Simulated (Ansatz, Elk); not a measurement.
## Bonding as seen by X-rays: La2Ti2AlGe

Structure refinements treat a crystal as free atoms side by side. For a made-up structure of La2Ti2AlGe (cell and positions from a r2SCAN relaxation) the runs below show what the calculated density changes in F(hkl).

Calculated with Elk 11.2.3 (patched build); DFT, PBE, all-electron APW+lo, Dirac cores, scalar-relativistic bands, static density, no spin.

The structure was built from a prototype and need not be the compound's stable phase.

## Step 1: The starting structure

It takes space group Imm2 (No. 44, orthorhombic). Conventional cell: a = 4.194 Å, b = 4.593 Å, c = 15.905 Å, α = 90.00°, β = 90.00°, γ = 90.00°. La has 6 Ti at 3.34 to 3.42 Å and 4 Al at 3.42 Å and 2 Ge at 3.53 Å nearest. La has 4 Ge at 3.32 Å and 6 Ti at 3.42 to 3.47 Å and 2 Al at 3.42 Å nearest. Nearest to Ge lie 3 Ti at 2.55 to 2.57 Å and 6 La at 3.32 to 3.53 Å. Nearest to Ti lie 2 Ge at 2.55 Å and 1 Al at 2.64 Å and 6 La at 3.34 to 3.47 Å. Nearest to Ti lie 1 Ge at 2.57 Å and 2 Al at 2.63 Å and 6 La at 3.42 Å. Nearest to Al lie 3 Ti at 2.63 to 2.64 Å and 6 La at 3.42 Å. Farther neighbours are not listed.

Coordinates:

```cif
data_structure
_symmetry_space_group_name_H-M 'P 1'
_symmetry_Int_Tables_number 1
_cell_length_a 8.5391
_cell_length_b 8.5391
_cell_length_c 8.5391
_cell_angle_alpha 148.799
_cell_angle_beta 151.566
_cell_angle_gamma 42.717
_cell_volume 153.20
loop_
_atom_site_label
_atom_site_type_symbol
_atom_site_fract_x
_atom_site_fract_y
_atom_site_fract_z
_atom_site_occupancy
La1 La 0.12090 0.62090 0.50000 1
La2 La 0.37982 0.37982 0.00000 1
Ge3 Ge 0.95236 0.95236 0.00000 1
Ti4 Ti 0.54374 0.04374 0.50000 1
Ti5 Ti 0.79056 0.79056 0.00000 1
Al6 Al 0.71002 0.21002 0.50000 1
```

## Step 2: Ground state and structure factors

An all-electron density is needed, since X-rays see the cores too. Task 0 finds the density and task 195 Fourier-transforms it; tshift is off so that phases refer to the origin typed.

Contents of elk.in:

```
tasks
  0
  195

xctype
  20

spinpol
  .false.

rgkmax
  7.0

gmaxvr
  14.0

lmaxo
  7

lmaxapw
  8

swidth
  0.002

tshift
  .false.

ramdisk
  .false.

hmaxvr
  5.5

maxscl
  120

epspot
  1e-06

sppath
  './'

avec
  -4.33965223060 3.96305671978 15.02835194708
  4.33965223060 -3.96305671978 15.02835194708
  4.33965223060 3.96305671978 -15.02835194708

atoms
  4
  'La.in'
  2
  0.1209003306 0.6209003306 0.5000000000   0.000000 0.000000 0.000000
  0.3798178847 0.3798178847 0.0000000000   0.000000 0.000000 0.000000
  'Ge.in'
  1
  0.9523553862 0.9523553862 0.0000000000   0.000000 0.000000 0.000000
  'Ti.in'
  2
  0.5437446325 0.0437446325 0.5000000000   0.000000 0.000000 0.000000
  0.7905598395 0.7905598395 0.0000000000   0.000000 0.000000 0.000000
  'Al.in'
  1
  0.7100219265 0.2100219265 0.5000000000   0.000000 0.000000 0.000000

ngridk
  7 7 7
```

On the command line:

```
> OMP_NUM_THREADS=4 elk
```

Numbers of over 12 decimals in the logs are rounded to 6 here.

The program printed:

```text
┌─────────────────────────┐
│ Elk code version 11.2.3 │
└─────────────────────────┘

All units are atomic (Hartree, Bohr, etc.)

┌─────────────────────────────────────────────────┐
│ Ground-state run starting from atomic densities │
└─────────────────────────────────────────────────┘

Lattice vectors :
  -4.339652231       3.963056720       15.02835195
   4.339652231      -3.963056720       15.02835195
   4.339652231       3.963056720      -15.02835195

Reciprocal lattice vectors :
  0.6367424680E-17  0.7927195788      0.2090443892
  0.7239272842      0.3833586365E-16  0.2090443892
  0.7239272842      0.7927195788      0.4911703418E-17

Unit cell volume      :    1033.847696
Brillouin zone volume :   0.2399291641

Muffin-tin inner radius fraction :   0.1000000000E-01

Nuclei treated as point charges

Species : 1 (La)
 parameters loaded from : La.in
 name : lanthanum
 nuclear charge    :   -57.00000000
 electronic charge :    57.00000000
 atomic mass :    253209.2366
 muffin-tin radius :    2.800000000
 number of radial points in muffin-tin :   1393
 inner part over the whole radius :   0.9924947902E-02
 number on inner part of muffin-tin    :    996
 approximate nuclear radius :   0.9226798129E-04
 number of mesh points to nuclear radius :    505
 atomic positions (lattice), magnetic fields (Cartesian) :
  1 :   0.12090033  0.62090033  0.50000000    0.00000000  0.00000000  0.00000000
  2 :   0.37981788  0.37981788  0.00000000    0.00000000  0.00000000  0.00000000

Species : 2 (Ge)
 parameters loaded from : Ge.in
 name : germanium
 nuclear charge    :   -32.00000000
 electronic charge :    32.00000000
 atomic mass :    132414.6196
 muffin-tin radius :    2.385967428
 number of radial points in muffin-tin :    993
 inner part over the whole radius :   0.9923692097E-02
 number on inner part of muffin-tin    :    702
 approximate nuclear radius :   0.7637961215E-04
 number of mesh points to nuclear radius :    340
 atomic positions (lattice), magnetic fields (Cartesian) :
  1 :   0.95235539  0.95235539  0.00000000    0.00000000  0.00000000  0.00000000

Species : 3 (Ti)
 parameters loaded from : Ti.in
 name : titanium
 nuclear charge    :   -22.00000000
 electronic charge :    22.00000000
 atomic mass :    87256.20317
 muffin-tin radius :    2.385967428
 number of radial points in muffin-tin :    993
 inner part over the whole radius :   0.9847636257E-02
 number on inner part of muffin-tin    :    698
 approximate nuclear radius :   0.6805665174E-04
 number of mesh points to nuclear radius :    325
 atomic positions (lattice), magnetic fields (Cartesian) :
  1 :   0.54374463  0.04374463  0.50000000    0.00000000  0.00000000  0.00000000
  2 :   0.79055984  0.79055984  0.00000000    0.00000000  0.00000000  0.00000000

Species : 4 (Al)
 parameters loaded from : Al.in
 name : aluminium
 nuclear charge    :   -13.00000000
 electronic charge :    13.00000000
 atomic mass :    49184.33496
 muffin-tin radius :    2.200000000
 number of radial points in muffin-tin :    793
 inner part over the whole radius :   0.9821194981E-02
 number on inner part of muffin-tin    :    552
 approximate nuclear radius :   0.5839653600E-04
 number of mesh points to nuclear radius :    244
 atomic positions (lattice), magnetic fields (Cartesian) :
  1 :   0.71002193  0.21002193  0.50000000    0.00000000  0.00000000  0.00000000

Total number of atoms per unit cell :    6
Total muffin-tin volume :    399.1950429
 ratio of muffin-tin to unit cell volume :   0.3861255817

Spin treatment :
 spin-unpolarised

Number of Bravais lattice symmetries :    8
Number of crystal symmetries         :    4
Crystal has no inversion symmetry
Complex Hermitian eigensolver will be used

k-point grid :      7     7     7
k-point offset :    0.000000000       0.000000000       0.000000000
k-point set is reduced with full crystal symmetry group
Total number of k-points :      112

Muffin-tin radius times maximum |G+k| :    7.000000000
 using average radius
[...]
(states/Hartree/unit cell)

Estimated indirect band gap :   0.9921059689E-04
 from k-point 33 to k-point 82
Estimated direct band gap   :   0.1414001661E-02
 at k-point 1

Charges :
 core                        :    134.0000000
 valence                     :    69.00000000
 interstitial                :    11.75010588
 muffin-tins (core leakage)
  species : 1 (La)
[...]
species : 2 (Ge)
[...]
species : 3 (Ti)
[...]
species : 4 (Al)
[...]
total in muffin-tins        :    191.2498941
 total calculated charge     :    202.9985835
 total charge                :    203.0000000
 error                       :   0.1416510688E-02

RMS change in Kohn-Sham potential (target) :   0.2785143058     (  0.1000000000E-05)
Absolute change in total energy (target)   :   0.1422737865     (  0.1000000000E-03)

[... loops 3 to 21 left out ...]

┌──────────────────┐
│ Loop number : 22 │
└──────────────────┘

Energies :
 Fermi                       :     0.258250
 sum of occupied eigenvalues :     -12825.634687408
 electron kinetic            :      22298.077790276
 core electron kinetic       :      21833.078506766
 Coulomb                     :     -42751.965351497
 Coulomb potential           :     -34353.443633863
 nuclear-nuclear             :     -2004.3756829788
 electron-nuclear            :     -47180.173476081
 Hartree                     :      6432.5838075627
 Madelung                    :     -25575.243534565
 xc potential                :     -770.26884382096
 exchange                    :     -580.74696659812
 correlation                 :     -10.247827929129
 electron entropic           :    -0.28348377231593E-02
 total energy                :     -21044.885190586

Density of states at Fermi energy :    211.5933068
 (states/Hartree/unit cell)

Estimated indirect band gap :   0.4029081322E-03
 from k-point 108 to k-point 90
Estimated direct band gap   :   0.2002604083E-02
 at k-point 77

Charges :
 core                        :    134.0000000
 valence                     :    69.00000000
 interstitial                :    11.48144775
 muffin-tins (core leakage)
  species : 1 (La)
[...]
species : 2 (Ge)
[...]
species : 3 (Ti)
[...]
species : 4 (Al)
[...]
total in muffin-tins        :    191.5185522
 total calculated charge     :    202.9986156
 total charge                :    203.0000000
 error                       :   0.1384368744E-02

RMS change in Kohn-Sham potential (target) :   0.7607901864E-06 (  0.1000000000E-05)
Absolute change in total energy (target)   :   0.6482056051E-05 (  0.1000000000E-03)

Convergence targets achieved

┌──────────────────┐
│ Loop number : 23 │
└──────────────────┘

Energies :
 Fermi                       :     0.258250
 sum of occupied eigenvalues :     -12825.634697253
 electron kinetic            :      22298.077787268
 core electron kinetic       :      21833.078500832
 Coulomb                     :     -42751.965359626
 Coulomb potential           :     -34353.443623329
 nuclear-nuclear             :     -2004.3756829788
 electron-nuclear            :     -47180.173503566
 Hartree                     :      6432.5838269179
 Madelung                    :     -25575.243547962
 xc potential                :     -770.26886119183
 exchange                    :     -580.74696733051
 correlation                 :     -10.247827930146
 electron entropic           :    -0.28348390430622E-02
 total energy                :     -21044.885202458

Density of states at Fermi energy :    211.5933950
 (states/Hartree/unit cell)

Estimated indirect band gap :   0.4028919317E-03
 from k-point 102 to k-point 90
Estimated direct band gap   :   0.2002615457E-02
 at k-point 77

Charges :
 core                        :    134.0000000
 valence                     :    69.00000000
 interstitial                :    11.48144676
 muffin-tins (core leakage)
  species : 1 (La)
[...]
species : 2 (Ge)
[...]
species : 3 (Ti)
   atom 1                    :    20.27014283     ( -0.2199902109E-06)
   atom 2                    :    20.23271323     ( -0.2199911719E-06)
  species : 4 (Al)
   atom 1                    :    11.27411738     (  0.4770522906E-03)
 total in muffin-tins        :    191.5185532
 total calculated charge     :    202.9986156
 total charge                :    203.0000000
 error                       :   0.1384368808E-02

┌──────────────────────────────┐
│ Self-consistent loop stopped │
└──────────────────────────────┘

Warning : core states of species 1 leak from the muffin-tin :   0.2169185248E-03

Warning : core states of species 2 leak from the muffin-tin :   0.3684531689E-03

Warning : core states of species 4 leak from the muffin-tin :   0.4770522906E-03

Wrote STATE.OUT
```

It took 4.1 min on 4 threads of Arm Neoverse V2, shared host; peak memory 0.38 GiB; 15 min of CPU time.

SFACRHO.OUT:

```text

h k l indices transformed by vhmat matrix:
   1.000000000       0.000000000       0.000000000    
   0.000000000       1.000000000       0.000000000    
   0.000000000       0.000000000       1.000000000    

      h      k      l  multipl.   |H|            Re(F)            Im(F)           |F|

      0      0      0      1   0.0000000       203.00000      0.40730783E-15   203.00000    
      1      1     -1      1  0.41808878       20.538230      -10.794411       23.202116    
     -1     -1      1      1  0.41808878       20.538230       10.794411       23.202116    
     -1      0      1      2  0.75350532      -20.636937       11.344552       23.549565    
      0      1      0      2  0.75350532      -20.636937      -11.344552       23.549565    
      0     -1      1      2  0.81981942       11.318681      -27.225536       29.484612    
      1      0      0      2  0.81981942       11.318681       27.225536       29.484612    
      2      2     -2      1  0.83617756      -65.597110      -4.2308374       65.733407    
     -2     -2      2      1  0.83617756      -65.597110       4.2308374       65.733407    
     -2     -1      2      2  0.95779263       73.356452       2.9072847       73.414041    
      2      1     -2      2  0.95779263       73.356452      -2.9072847       73.414041    
      1      2     -2      2   1.0107919     -0.52051507       59.564980       59.567255    
     -2     -1      1      2   1.0107919     -0.52051507      -59.564980       59.567255    
      0      0      1      4   1.0735339       17.259889     -0.13354652E-13   17.259889    
     -1     -1      2      4   1.1520735       1.9826792       130.37778       130.39285    
      1      1     -2      4   1.1520735       1.9826792      -130.37778       130.39285    
     -3     -3      3      1   1.2542663      -23.691865       16.390102       28.808678    
      3      3     -3      1   1.2542663      -23.691865      -16.390102       28.808678
```

Elk indexes on the primitive cell of elk.in and gives |H| = 4π sin θ/λ in inverse bohr. Below, one row stands for each form hkl of the conventional cell (m members, Friedel mates merged), F is for one primitive cell and the density is static (no thermal factor). Free-atom factors are Waasmaier and Kirfel's, and R is Σm||F|−|F'||/Σm|F|.

```
hkl  m  sin θ/λ (Å⁻¹)  abs F, DFT  neutral atoms   diff.  abs of complex diff.
002  2          0.063      23.202         23.237  -0.035                 0.037
011  4          0.113      23.550         23.665  -0.115                 0.134
101  4          0.123      29.485         29.677  -0.192                 0.202
004  2          0.126      65.733         65.709  +0.025                 0.054
013  4          0.144      73.414         73.266  +0.148                 0.232
103  4          0.152      59.567         59.587  -0.020                 0.135
110  4          0.161      17.260         17.202  +0.058                 0.058
112  8          0.173     130.393        130.469  -0.076                 0.327
006  2          0.189      28.809         28.770  +0.038                 0.155
015  4          0.191     103.029        103.286  -0.257                 0.322
105  4          0.197     103.402        103.752  -0.350                 0.356
114  8          0.205      27.244         27.218  +0.026                 0.033
020  2          0.218     152.534        152.990  -0.456                 0.456
022  4          0.227      19.650         19.461  +0.189                 0.206
```

## Step 3: The highest occupied states alone

An energy window below the Fermi level keeps the highest occupied states, to see at which angles they scatter; shallow core shells can lie inside it and anion s states outside. No new self-consistency is needed.

elk.in: that of step 2 with these lines changed.

```diff
@@ -1,3 +1,2 @@
 tasks
-  0
   195
@@ -40,2 +39,5 @@
 
+wsfac
+  -0.109240 0.558250
+
 sppath
```

On the command line:

```
> OMP_NUM_THREADS=4 elk
```

The program printed:

```text
┌─────────────────────────────────┐
│ Elk code version 11.2.3 started │
└─────────────────────────────────┘

Info(readinput): the functional depends on the density's gradient
 muffin-tin radial points multiplied by    2.00000
 (not where nrmtscf is given)

┌────────────────────┐
│ Current task : 195 │
└────────────────────┘
Info(checkmt): changed muffin-tin radius of species 2 (Ge) from   2.4000 to   2.3860
Info(checkmt): changed muffin-tin radius of species 3 (Ti) from   2.4000 to   2.3860

Info(sfacrho): density structure factors written to SFACRHO.OUT

 Energy window :  -0.1092400000      0.5582500000

┌──────────────────┐
│ Elk code stopped │
└──────────────────┘
```

Wall time 24 s (4 threads); peak memory 0.24 GiB.

States within 10 eV below the Fermi level hold 21.00 electrons; any levels below the window count with the cores. Their amplitudes can exceed the total, where window and core parts have opposite phase:

```
hkl  sin θ/λ (Å⁻¹)  abs F, window  abs F, all
002          0.063          0.969      23.202
011          0.113          4.003      23.550
101          0.123          3.362      29.485
004          0.126          2.135      65.733
013          0.144          0.848      73.414
103          0.152          0.592      59.567
110          0.161          0.582      17.260
112          0.173          2.048     130.393
006          0.189          0.576      28.809
015          0.191          1.253     103.029
```

## Step 4: Another functional

The difference from free atoms is small, so it is set against the change that LDA (Perdew-Wang) makes.

elk.in: that of step 3 with these lines changed.

```diff
@@ -1,2 +1,3 @@
 tasks
+  0
   195
@@ -4,3 +5,3 @@
 xctype
-  20
+  3
 
@@ -39,5 +40,2 @@
 
-wsfac
-  -0.109240 0.558250
-
 sppath
```

On the command line:

```
> OMP_NUM_THREADS=4 elk
```

The program printed:

```text
┌─────────────────────────┐
│ Elk code version 11.2.3 │
└─────────────────────────┘

All units are atomic (Hartree, Bohr, etc.)

┌─────────────────────────────────────────────────┐
│ Ground-state run starting from atomic densities │
└─────────────────────────────────────────────────┘

Lattice vectors :
  -4.339652231       3.963056720       15.02835195
   4.339652231      -3.963056720       15.02835195
   4.339652231       3.963056720      -15.02835195

Reciprocal lattice vectors :
  0.6367424680E-17  0.7927195788      0.2090443892
[...]
species : 4 (Al)
   atom 1                    :    11.28724527     (  0.5044061746E-03)
 total in muffin-tins        :    191.6095402
 total calculated charge     :    202.9985761
 total charge                :    203.0000000
 error                       :   0.1423896875E-02

┌──────────────────────────────┐
│ Self-consistent loop stopped │
└──────────────────────────────┘

Warning : core states of species 1 leak from the muffin-tin :   0.2173284788E-03

Warning : core states of species 2 leak from the muffin-tin :   0.3737673448E-03

Warning : core states of species 4 leak from the muffin-tin :   0.5044061746E-03

Wrote STATE.OUT
[key lines of the parts left out:]
total energy                :     -21024.650647440
```

Wall time 3.1 min (4 threads); peak memory 0.29 GiB.

Against the first run R = 0.03 %; the largest change is -0.047 at 0 0 12.

## Step 5: Basis size

The basis and the expansions that go with it are enlarged, to see whether the differences are converged.

elk.in: that of step 4 with these lines changed.

```diff
@@ -5,3 +5,3 @@
 xctype
-  3
+  20
 
@@ -11,12 +11,12 @@
 rgkmax
-  7.0
+  8.5
 
 gmaxvr
-  14.0
+  18.0
 
 lmaxo
-  7
+  9
 
 lmaxapw
-  8
+  10
```

On the command line:

```
> OMP_NUM_THREADS=4 elk
```

The program printed:

```text
┌─────────────────────────┐
│ Elk code version 11.2.3 │
└─────────────────────────┘

All units are atomic (Hartree, Bohr, etc.)

┌─────────────────────────────────────────────────┐
│ Ground-state run starting from atomic densities │
└─────────────────────────────────────────────────┘

Lattice vectors :
  -4.339652231       3.963056720       15.02835195
   4.339652231      -3.963056720       15.02835195
   4.339652231       3.963056720      -15.02835195

Reciprocal lattice vectors :
  0.6367424680E-17  0.7927195788      0.2090443892
[...]
species : 3 (Ti)
[...]
atom 2                    :    20.24539697     ( -0.2199908504E-06)
  species : 4 (Al)
   atom 1                    :    11.27541539     (  0.4769445563E-03)
 total in muffin-tins        :    191.5514132
 total calculated charge     :    202.9987077
 total charge                :    203.0000000
 error                       :   0.1292292527E-02

RMS change in Kohn-Sham potential (target) :   0.1958752206E-05 (  0.1000000000E-05)
Absolute change in total energy (target)   :   0.3657946218E-04 (  0.1000000000E-03)

┌──────────────────┐
│ Loop number : 23 │
└──────────────────┘
[key lines of the parts left out:]
total energy                :     -21044.904186774
```

The job ended after 11 min (4 threads; peak memory 0.73 GiB).

The run was cut off at its time limit.

## Step 6: Settings against the effect

```
              run  R against the first run (%)  R against neutral atoms, low angle (%)  wall time
    PBE, rgkmax 7                         0.00                                    0.35    4.1 min
LDA (Perdew-Wang)                         0.03                                    0.35    3.1 min
```

## Step 7: Summary of results

| Quantity | Value |
| --- | --- |
| R against neutral atoms, sin θ/λ < 0.3 Å⁻¹ | 0.35 % |
| R against neutral atoms, 0.3 to 0.55 Å⁻¹ | 0.07 % |

Independent neutral atoms miss the calculated amplitudes by R = 0.35 % below 0.3 Å⁻¹ and 0.07 % from there to 0.55 Å⁻¹; by shells, 0.28 % below 0.15 Å⁻¹ (5 forms), 0.36 % 0.15 to 0.3 (24 forms), 0.09 % 0.3 to 0.45 (56 forms), 0.06 % above 0.45 (64 forms). Bonding, aspherical density and the tables' own atoms all enter these figures, and the runs don't part them. The largest change of an amplitude is +0.57 electrons, at 008. R counts amplitudes alone; phases shift too. The window's part falls from 21.0 electrons at the origin to at most 0.32 between 0.45 and 0.55 Å⁻¹. Below 0.3 Å⁻¹ the changes that finished (LDA (Perdew-Wang)) move F by R = 0.02 % at most, against the 0.35 % that separates it from free atoms. The basis has no finished test. The k-mesh has no finished test. These runs have no spin, though d or f shells may be open. Part of the difference isn't bonding: the tables are fits to free atoms and ions calculated by other methods than this functional. Thermal motion, anomalous dispersion and extinction are left out.

[Logs are printed without paths, hosts, clocks, repeated set-up lines and the standing remarks that a program may print on its own settings, such as how far it seeks lower states.]

[Hosts, paths, dates, database ids (printed as entryN), source tags and the programs' standing remarks are cut or masked in the printed files.]
